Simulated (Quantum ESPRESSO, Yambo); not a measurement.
# WS2 (Tungstenite): Bethe-Salpeter spectra with Yambo, part 2 of 3

How far does the k mesh set the exciton binding of WS2 (Tungstenite)?

Quantum ESPRESSO 7.5 and Yambo 5.3.0; PBE and many-body steps on it, plane waves. Known limits of the many-body steps: not at the basis limit; no spin-orbit coupling in some runs; coarse k mesh; bindings not settled in the k mesh.

So far. Step 4 (Screening and self-energy, 3×3×1 mesh, 111 bands …): The gap on the mesh goes from 1.31 eV to 2.01 eV, a correction of +0.71 eV. Step 5 (Empty states on the mesh, 3×3×1 mesh, 100 bands): On this mesh the gap is 1.233 eV.

## (7) Excitons

Optical absorption needs the electron-hole interaction, solved here in a basis of vertical transitions on the mesh.

This step: Bethe-Salpeter equation on PBE with a scissors shift with spin-orbit coupling, plane waves, norm-conserving pseudopotentials.

bse3.in reads:

```
optics
bss
bse
em1s
dipoles
rim_cut
RandQpts= 1000000
RandGvec= 1 RL
Chimod= "HARTREE"
BSKmod= "SEX"
BSEmod= "resonant"
BSSmod= "d"
BSENGexx= 20 Ry
BSENGBlk= 4 Ry
% BSEQptR
 1 | 1 |
%
% BSEBands
 49 | 62 |
%
% BEnRange
 0 | 5 | eV
%
% BDmRange
 0.1 | 0.1 | eV
%
BEnSteps= 101
% BLongDir
 1 | 0 | 0 |
%
% BndsRnXs
 17 | 100 |
%
NGsBlkXs= 4 Ry
% LongDrXs
 1 | 1 | 1 |
%
% KfnQP_E
 0.745 | 1.0 | 1.0 |
%
WRbsWF
FFTGvecs= 30 Ry
```

The run is started by

```
$ OMP_NUM_THREADS=4 mpirun -n 2 yambo -F bse3.in -J bse3 -C bse3 > bse3.log
```

The program printed:

```text
 Yambo, version 5.3.0

 [02] CORE Variables Setup
 =========================

  [... cell, symmetries and grids as in the set-up ...]

  [02.05] Energies & Occupations
  ==============================

  [X] === General ===
  [X] Electronic Temperature                        :  0.000000  0.000000 [eV K]
  [X] Bosonic    Temperature                        :  0.000000  0.000000 [eV K]
  [X] Finite Temperature mode                       : no
  [X] El. density                                   :  0.49006E+24 [cm-3]
  [X] Fermi Level                                   :  11.79311 [eV]

  [X] === Gaps and Widths ===
  [X] Conduction Band Min                           :  1.233309 [eV]
  [X] Valence Band Max                              :  0.000000 [eV]
  [X] Filled Bands                                  :   52
  [X] Empty Bands                                   :   53  100
  [X] Direct Gap                                    :  1.648995 [eV]
  [X] Direct Gap localized at k                     :  3
  [X] Indirect Gap                                  :  1.233309 [eV]
  [X] Indirect Gap between kpts                     :  1  3
  [X] Last valence band width                       :  1.723501 [eV]
  [X] 1st conduction band width                     :  0.953692 [eV]

 [03] Transferred momenta grid and indexing
 ==========================================

 [BZ sampling] Q-grid is User defined and/or read from the database

 IBZ Q-points                                      :  3
 BZ  Q-points                                      :   9

 K/Q-points units:
 rlu = crystal or reduced units; cc = cartesian coordinates; iku = interal k-units

 Q [1]          [rlu]:  0.000000  0.000000  0.000000
 Q [2]          [rlu]:  0.30223E-17  0.33333       0.0000
 Q [3]          [rlu]:  0.333333  0.333333  0.000000

  [03.01] X + BSE indexes
  =======================

   [03.01.01] Sigma indexes
   ========================

 [04] Coloumb potential Random Integration (RIM)
 ===============================================

  [04.01] RIM initialization
  ==========================

  * Diagonal components only detected *

  8 x (sBL volume)        :  0.307922 [a.u.]
  sBZ random points       :  1000000
  Points outside the sBZ  :   7981908
  RL volume               :  0.346412 [a.u.]
  Integrated volume       :  0.347197 [a.u.]

  [04.02] RIM integrals
  =====================

  Gamma point sphere radius             :  0.122489 [a.u.]
  Points outside the sphere             :   799861
  [Int_sBZ(q=0) 1/q^2]*(Vol_sBZ)^(-1/3) =:  7.615381
                                 should be <:  7.795600

  Summary of Coulomb integrals for non-metallic bands |Q|[au] RIM/Bare

  Q [1] 0.100000E-4 0.976882 * Q [2] 0.405861 1.110454
  Q [3] 0.702972 1.037812

 [05] External/Internal QP corrections
 =====================================

 [QP_apply] Action to be applied: USER defined scissor

  [05.01]  QP corrections report
  ==============================

  [K+QP] === General ===
  [K+QP] Electronic Temperature                     :  0.000000  0.000000 [eV K]
  [K+QP] Bosonic    Temperature                     :  0.000000  0.000000 [eV K]
  [K+QP] Finite Temperature mode                    : no
  [K+QP] El. density                                :  0.49006E+24 [cm-3]
  [K+QP] Fermi Level                                :  0.000000 [eV]

  [K+QP] === Gaps and Widths ===
  [K+QP] Conduction Band Min                        :  1.978309 [eV]
  [K+QP] Valence Band Max                           :  0.000000 [eV]
  [K+QP] Filled Bands                               :   52
  [K+QP] Empty Bands                                :   53  100
  [K+QP] Direct Gap                                 :  2.393995 [eV]
  [K+QP] Direct Gap localized at k                  :  3
  [K+QP] Indirect Gap                               :  1.978309 [eV]
  [K+QP] Indirect Gap between kpts                  :  1  3
  [K+QP] Last valence band width                    :  1.723501 [eV]
[...]
IO_and_Messaging_switch :      0.0001s P1 (42 calls,   0.003 msec avg) [MAX]      0.0001s P2 (42 calls,   0.003 msec avg) [min]
      MATRIX transfer (X_G_finite_q_X_redux_1_1) :      0.0002s P1 ( 3 calls,   0.068 msec avg) [MAX]      0.0001s P2 ( 3 calls,   0.046 msec avg) [min]
                          BSE components folding :      0.0002s P2 [MAX]      0.0002s P1 [min]
                                    scatter_Gamp :      0.0002s P2 ( 3 calls,   0.064 msec avg) [MAX]      0.0002s P1 ( 3 calls,   0.052 msec avg) [min]
                                       X (REDUX) :      0.0033s P2 ( 3 calls,   1.089 msec avg) [MAX]      0.0002s P1 ( 3 calls,   0.071 msec avg) [min]
                              BSE matrix filling :      0.0005s P1 [MAX]      0.0003s P2 [min]
                                    PP_uspp_init :      0.0004s P1 (11 calls,   0.037 msec avg) [MAX]      0.0004s P2 (11 calls,   0.036 msec avg) [min]
                              BSE matrix (REDUX) :      0.0014s P2 [MAX]      0.0012s P1 [min]
                                      Xo (REDUX) :      0.0970s P2 ( 3 calls,  32.339 msec avg) [MAX]      0.0018s P1 ( 3 calls,   0.614 msec avg) [min]
                               SERIAL_lin_system :      0.0023s P1 ( 3 calls,   0.762 msec avg)
                                  eval_G_minus_G :      0.0033s P2 [MAX]      0.0024s P1 [min]
                                   X (procedure) :      0.0076s P1 ( 3 calls,   2.548 msec avg) [MAX]      0.0046s P2 ( 3 calls,   1.524 msec avg) [min]
                                 bz_samp_indexes :      0.0049s P2 [MAX]      0.0049s P1 [min]
                                     BSE dipoles :      0.0058s P2 [MAX]      0.0056s P1 [min]
                                        io_QINDX :      0.0079s P1 ( 5 calls,   1.572 msec avg) [MAX]      0.0056s P2 ( 3 calls,   1.875 msec avg) [min]
                                           io_BS :      0.0069s P1 (17 calls,   0.407 msec avg) [MAX]      0.0064s P2 (16 calls,   0.399 msec avg) [min]
                                      T_space IP :      0.0098s P2 [MAX]      0.0067s P1 [min]
                                            io_X :      0.0253s P1 (15 calls,   1.689 msec avg) [MAX]      0.0088s P2 (15 calls,   0.588 msec avg) [min]
                                      io_DIPOLES :      0.0195s P1 (14 calls,   1.393 msec avg) [MAX]      0.0134s P2 (11 calls,   1.222 msec avg) [min]
                                         io_GROT :      0.0152s P1 ( 2 calls,   7.600 msec avg) [MAX]      0.0147s P2 ( 2 calls,   7.354 msec avg) [min]
                                     io_KB_pwscf :      0.0185s P2 ( 5 calls,   3.704 msec avg) [MAX]      0.0164s P1 ( 5 calls,   3.276 msec avg) [min]
                                     K_WF_phases :      0.0334s P2 [MAX]      0.0286s P1 [min]
                                       FFT_setup :      0.0409s P1 (11 calls,   3.721 msec avg) [MAX]      0.0387s P2 (11 calls,   3.514 msec avg) [min]
                                     io_fragment :      0.0510s P1 (34 calls,   1.500 msec avg) [MAX]      0.0507s P2 (28 calls,   1.810 msec avg) [min]
                            X T_space Kernel sum :      0.0957s P1 (22 calls,   4.351 msec avg) [MAX]      0.0604s P2 (20 calls,   3.020 msec avg) [min]
                                T_space EXX Osc. :      0.0735s P2 ( 6 calls,  12.249 msec avg) [MAX]      0.0713s P1 ( 6 calls,  11.885 msec avg) [min]
                                           io_WF :      0.0812s P2 (38 calls,   2.136 msec avg) [MAX]      0.0779s P1 (38 calls,   2.049 msec avg) [min]
                                     WF_load_FFT :      0.1367s P2 (11 calls,  12.423 msec avg) [MAX]      0.1353s P1 (11 calls,  12.300 msec avg) [min]
                SERIAL_HERMITIAN_diagonalization :      0.1608s P1 [MAX]      0.1365s P2 [min]
                                  LINEAR ALGEBRA :      0.1631s P1 ( 4 calls,  40.773 msec avg) [MAX]      0.1365s P2 [min]
                                    Diago Solver :      0.1810s P1 [MAX]      0.1714s P2 [min]
                               T_space CORR Osc. :      0.2015s P2 (10 calls,  20.148 msec avg) [MAX]      0.1765s P1 (11 calls,  16.045 msec avg) [min]
                                X T_space Kernel :      0.4075s P1 [MAX]      0.4053s P2 [min]
                                             RIM :      0.5121s P1 [MAX]      0.5109s P2 [min]
                                  Xo (procedure) :      0.8608s P1 ( 3 calls, 286.943 msec avg) [MAX]      0.7775s P2 ( 3 calls, 259.180 msec avg) [min]
                                  DIPOLE_g_space :      2.6245s P2 [MAX]      2.5106s P1 [min]
                                         Dipoles :      3.6412s P2 [MAX]      3.6411s P1 [min]

 [11] Game Over & Game summary
```

Wall time 6.9 s (2 MPI ranks of Intel Xeon 6975P-C (Granite Rapids), shared host); peak memory 0.66 GiB; 23 s of CPU time.

This step gave:

```yaml
transitions_in_the_window: 360
direct_gap_of_the_transition_levels: 2.394 eV
lowest_state: 1.781 eV
first_strong_exciton_over_a_fiftieth_of_the_strongest_listed: 1.881 eV
binding_of_the_lowest_state_below_the_direct_gap: 0.6133 eV
coulomb_term_of_one_mesh_cell: 0.2792 eV
```

The lowest state lies at 1.781 eV, 0.613 eV under the direct gap.

Lines within 3 meV are set at the lowest of them, and the highest group, which the list may cut short, is left out. Exciton lines, with heights relative to the strongest:

| position (eV) | lines merged | strength, relative |
| --- | --- | --- |
| 1.781 | 2 | 0.0 |
| 1.787 | 1 | 0.0 |
| 1.797 | 1 | 0.0 |
| 1.881 | 2 | 65 |
| 1.885 | 2 | 23 |
| 2.208 | 4 | 0.0 |
| 2.239 | 4 | 100 |
| 2.519 | 4 | 12 |

The ε₂ has structure finer than the step of the table below, so its rows give means over 0.2 eV, whole bins alone (the curve runs from 0 to 5 eV). Peaks (eV: height): BSE 1.90: 39.5, 2.25: 46.0, 4.15: 23.4; no electron-hole interaction 2.45: 58.7, 2.85: 40.8, 4.60: 17.6.

Field along x; broadening 0.1 eV; transition window only. Limits: finite bands, cutoff and mesh; coarse k mesh. The ε₂ by photon energy; means over each step:

| photon energy (eV) | BSE | no electron-hole interaction |
| --- | --- | --- |
| 0.2 | 0.297 | 0.199 |
| 0.4 | 0.368 | 0.235 |
| 0.6 | 0.469 | 0.283 |
| 0.8 | 0.623 | 0.347 |
| 1.0 | 0.875 | 0.437 |
| 1.2 | 1.34 | 0.570 |
| 1.4 | 2.39 | 0.779 |
| 1.6 | 5.91 | 1.14 |
| 1.8 | 25.4 | 1.85 |
| 2.0 | 25.5 | 3.63 |
| 2.2 | 35.8 | 10.9 |
| 2.4 | 20.5 | 44.2 |
| 2.6 | 15.3 | 25.0 |
| 2.8 | 9.22 | 30.7 |
| 3.0 | 7.81 | 22.2 |
| 3.2 | 3.15 | 9.52 |
| 3.4 | 3.06 | 3.64 |
| 3.6 | 5.14 | 2.62 |
| 3.8 | 11.2 | 2.51 |
| 4.0 | 13.3 | 3.56 |
| 4.2 | 18.7 | 6.47 |
| 4.4 | 5.79 | 12.4 |
| 4.6 | 3.48 | 16.6 |
| 4.8 | 2.03 | 11.4 |

## (8) Empty states on the mesh, 6×6×2 mesh, 100 bands

This step: Quantum ESPRESSO 7.5; DFT, PBE with spin-orbit coupling, plane waves, norm-conserving pseudopotentials.

pw.in reads:

```
&control
  calculation = 'nscf'
  prefix = 'x'
  outdir = 'o'
  pseudo_dir = 'pseudo'
/
&system
  ibrav = 0
  nat = 6
  ntyp = 2
  ecutwfc = 62.0
  nbnd = 100
  force_symmorphic = .true.
  noncolin = .true.
  lspinorb = .true.
/
&electrons
  conv_thr = 1e-9
  electron_maxstep = 80
  diago_full_acc = .true.
  diago_thr_init = 5e-6
/
ATOMIC_SPECIES
  W 183.84 W.upf
  S 32.06 S.upf
CELL_PARAMETERS angstrom
  3.1532000000 0.0000000000 0.0000000000
  -1.5766000000 2.7307513032 0.0000000000
  0.0000000000 0.0000000000 12.3230000000
ATOMIC_POSITIONS crystal
  W 0.3333333333 0.6666666667 0.2500000000
  W 0.6666666667 0.3333333333 0.7500000000
  S 0.3333333333 0.6666666667 0.6225000000
  S 0.6666666667 0.3333333333 0.1225000000
  S 0.3333333333 0.6666666667 0.8775000000
  S 0.6666666667 0.3333333333 0.3775000000
K_POINTS automatic
  6 6 2 0 0 0
```

The run is started by

```
$ OMP_NUM_THREADS=1 mpirun -n 8 pw.x -nk 4 -in pw.in > pw.out
```

The program printed:

```text
[banner, memory and clock lines left out]
Program PWSCF v.7.5 starts

     Atomic positions and unit cell read from directory:
     o/x.save/

     Message from routine setup:
     using ibrav=0 with symmetry is DISCOURAGED, use correct ibrav instead

     bravais-lattice index     =            0
     lattice parameter (alat)  =       5.9587  a.u.
     unit-cell volume          =     716.0556 (a.u.)^3
     number of atoms/cell      =            6
     number of atomic types    =            2
     number of electrons       =        52.00
[...]
24.3136  24.3136  24.4869  24.4869

          k = 0.0000 0.0000-0.1279 (  5986 PWs)   bands (ev):

[...]
23.9305  23.9305  23.9305  23.9305

          k = 0.0000 0.1925 0.0000 (  5929 PWs)   bands (ev):

[...]
21.4524  21.4524  21.5699  21.5699  22.2254  22.2254  22.6275  22.6275
    22.9675  22.9675  23.0470  23.0470  23.0576  23.0576  23.3763  23.3763
    24.5073  24.5073  24.5673  24.5673

          k = 0.0000 0.1925-0.1279 (  5944 PWs)   bands (ev):

     [... further k-points ...]

     highest occupied, lowest unoccupied level (ev):    11.7931   12.7282

     XML data file, pseudopotentials, collected wavefunctions
```

It took 25 s on 8 MPI ranks; peak memory 0.98 GiB.

Numbers from this step:

| Item | Value |
| --- | --- |
| gap | 0.9351 eV |
| k of the valence top | 0, 0, 0 |
| k of the conduction bottom | 0.1667, 0.1667, 0 |
| least direct gap | 1.649 eV |
| k points computed | 14 |
| lowest point of the top converged band, above the valence top | 12.14 eV |

On this mesh the gap is 0.935 eV.

## (9) Conversion and set-up

This step: Yambo 5.3.0; conversion and set-up on PBE with spin-orbit coupling, plane waves, norm-conserving pseudopotentials.

The run is started by

```
$ (cd o/x.save; p2y > p2y.log; mv SAVE ../..); yambo > setup.log
```

The program printed:

```text
 Yambo, version 5.3.0

 [02] CORE Variables Setup
 =========================

  [02.01] Unit cells
  ==================

  Cell kind             :  HCP
  Atoms in the cell     :  W  S
  number of W  atoms    :  2
  number of S  atoms    :   4

  List of atomic masses
  Mass of W     :  183.8400
  Mass of S     :  32.06000

  List of atomic coordinates    : [cc]
  W1       : -0.29793E-09   3.4402       5.8218      order 1
  W2       :   2.97934   1.72012  17.46532  order 2
  S1       : -0.29793E-09   3.4402       14.496      order 3
[...]
Q [ 1]         [rlu]:  0.000000  0.000000  0.000000
 Q [ 2]         [rlu]:  0.000000  0.000000 -0.500000
 Q [ 3]         [rlu]:  0.15111E-17  0.16667       0.0000
[...]
Q [ 8]         [rlu]: -0.45334E-17 -0.50000     -0.50000
 Q [ 9]         [rlu]:  0.166667  0.166667  0.000000
 Q [10]         [rlu]:  0.166667  0.166667 -0.500000
 Q [11]         [rlu]:  0.166667  0.333333  0.000000
 Q [12]         [rlu]:  0.166667  0.333333 -0.500000
 Q [13]         [rlu]:  0.333333  0.333333  0.000000
 Q [14]         [rlu]:  0.333333  0.333333 -0.500000

  [03.01] X indexes
  =================

   [03.01.01] Sigma indexes
   ========================

 [06] Game Over & Game summary
```

The job ended after 3.4 s (1 MPI rank; peak memory 0.24 GiB).

## (10) k mesh (6×6×2)

This step: Bethe-Salpeter equation on PBE with a scissors shift with spin-orbit coupling, plane waves, norm-conserving pseudopotentials.

bse5.in, as its differences from bse3.in of step 7:

```diff
@@ -18,3 +18,3 @@
 % BSEBands
- 49 | 62 |
+ 49 | 60 |
 %
```

The run is started by

```
$ OMP_NUM_THREADS=4 mpirun -n 2 yambo -F bse5.in -J bse5 -C bse5 > bse5.log
```

The program printed:

```text
 Yambo, version 5.3.0

 [02] CORE Variables Setup
 =========================

  [... cell, symmetries and grids as in the set-up ...]

  [02.05] Energies & Occupations
  ==============================

  [X] === General ===
  [X] Electronic Temperature                        :  0.000000  0.000000 [eV K]
  [X] Bosonic    Temperature                        :  0.000000  0.000000 [eV K]
  [X] Finite Temperature mode                       : no
  [X] El. density                                   :  0.49006E+24 [cm-3]
  [X] Fermi Level                                   :  11.79311 [eV]

  [X] === Gaps and Widths ===
  [X] Conduction Band Min                           :  0.935108 [eV]
  [X] Valence Band Max                              :  0.000000 [eV]
  [X] Filled Bands                                  :   52
  [X] Empty Bands                                   :   53  100
  [X] Direct Gap                                    :  1.649004 [eV]
  [X] Direct Gap localized at k                     :  13
  [X] Indirect Gap                                  :  0.935108 [eV]
  [X] Indirect Gap between kpts                     :   1   9
  [X] Last valence band width                       :  1.805938 [eV]
  [X] 1st conduction band width                     :  1.308540 [eV]

 [03] Transferred momenta grid and indexing
 ==========================================

 [BZ sampling] Q-grid is User defined and/or read from the database

 IBZ Q-points                                      :  14
 BZ  Q-points                                      :   72

 K/Q-points units:
 rlu = crystal or reduced units; cc = cartesian coordinates; iku = interal k-units

 Q [ 1]         [rlu]:  0.000000  0.000000  0.000000
 Q [ 2]         [rlu]:  0.000000  0.000000 -0.500000
[...]
Global Gauge                                     : length
  X matrix size                                    :   93
  X band range                                     :   17  100
  X e/h energy range                               : -1.000000 -1.000000 [eV]
  X Time ordering                                  : T
  X Hxc Kernel                                     : HARTREE
  X Drude frequency                                :  0.000000  0.000000
  X poles                                          :  100.0000 [o/o]
  RL vectors in the sum                            :  2009
  [r,Vnl] included                                 : yes
  Field direction                                  :  0.577350E-5  0.577350E-5  0.577350E-5
  BZ energy Double Grid                            : no
  BZ energy DbGd points                            : 0
  BZ Q point size factor                           : -1.000000
  X Optical Averaged directions                    : none

 [08] Bethe Salpeter Equation driver
 ===================================

  [08.01] Bethe Salpeter Equation @q1
  ===================================

   [08.01.01] Transition pre-analysis @q1
   ======================================

   [08.01.02] Transition Groups build-up @q1
   =========================================

   [BSK] Transition groups (total):  28
   [BSK] Size (resonant):  2304
   [BSK]         (total):  2304
   [BSK] N. of matrices :  1

   [08.01.03] Loading Dipoles @q1
   ==============================

   [08.01.04] Independent Particles properties @q1
   ===============================================

   ==========================================================

   [BSE] Exchange components :  1107
   [BSE] Correlation components :    93   811

    [08.01.05.01] Screened interaction header I/O
    =============================================

    [08.01.05.02] Main kernel loop
    ==============================

    [08.01.05.03] Wave-Function Phases
    ==================================

    [BSE] WF phases found       :  44.64286 [o/o]

   [08.01.06] BSE solver(s) @q1
   ============================

   [08.01.07] Diago Solver @q1
   ===========================

 [11] Game Over & Game summary
```

It took 99 s on 2 MPI ranks; peak memory 0.91 GiB.

This step gave:

```
transitions in the window                                      : 2304
direct gap of the transition levels                            : 2.394 eV
lowest state                                                   : 2.066 eV
first strong exciton (over a fiftieth of the strongest listed) : 2.127 eV
binding of the lowest state below the direct gap               : 0.3283 eV
Coulomb term of one mesh cell                                  : 0.1791 eV
```

The binding is 1.8 times the screened Coulomb term of one mesh cell (0.18 eV), so it is not shown settled.

The lowest state lies at 2.066 eV, 0.328 eV under the direct gap.

The ε₂ has structure finer than the step of the table below, so its rows give means over 0.2 eV, whole bins alone (the curve runs from 0 to 5 eV). Peaks (eV: height): BSE 2.15: 13.5, 2.55: 10.5, 2.90: 14.3, 3.20: 18.6, 3.60: 18.3, 4.20: 11.8; no electron-hole interaction 2.45: 14.4, 2.85: 11.4, 3.45: 17.5, 3.80: 16.3, 4.40: 11.4.

Field along x; broadening 0.1 eV; transition window only. Limits: finite bands, cutoff and mesh; exciton not shown settled in the k mesh. The ε₂ by photon energy; means over each step:

| photon energy (eV) | BSE | no electron-hole interaction |
| --- | --- | --- |
| 0.2 | 0.125 | 0.0985 |
| 0.4 | 0.147 | 0.113 |
| 0.6 | 0.176 | 0.132 |
| 0.8 | 0.216 | 0.157 |
| 1.0 | 0.273 | 0.190 |
| 1.2 | 0.361 | 0.236 |
| 1.4 | 0.512 | 0.304 |
| 1.6 | 0.817 | 0.412 |
| 1.8 | 1.69 | 0.608 |
| 2.0 | 6.49 | 1.05 |
| 2.2 | 10.3 | 2.66 |
| 2.4 | 6.76 | 10.5 |
| 2.6 | 9.04 | 7.76 |
| 2.8 | 11.2 | 8.84 |
| 3.0 | 12.3 | 8.72 |
| 3.2 | 17.2 | 8.97 |
| 3.4 | 14.4 | 15.8 |
| 3.6 | 16.5 | 14.6 |
| 3.8 | 10.2 | 15.6 |
| 4.0 | 8.79 | 13.7 |
| 4.2 | 10.5 | 9.34 |
| 4.4 | 6.02 | 11.0 |
| 4.6 | 3.16 | 9.18 |
| 4.8 | 2.08 | 5.01 |

The window of bands is narrower than in the first exciton run, so this row is not like for like with it.

[end of part 2 of 3]

[Paths, hosts, dates, memory and timing lines, banners, echoed tables and standing remarks are left out of the program output.]

[Logs are printed without paths, hosts, clocks, repeated set-up lines and the standing remarks that a program may print on its own settings, such as how far it seeks lower states.]

[Runs of the session that timed out or met a known fault of the program may be left out.]

[Hosts, paths, dates, database ids (printed as entryN), source tags and the programs' standing remarks are cut or masked in the printed files.]
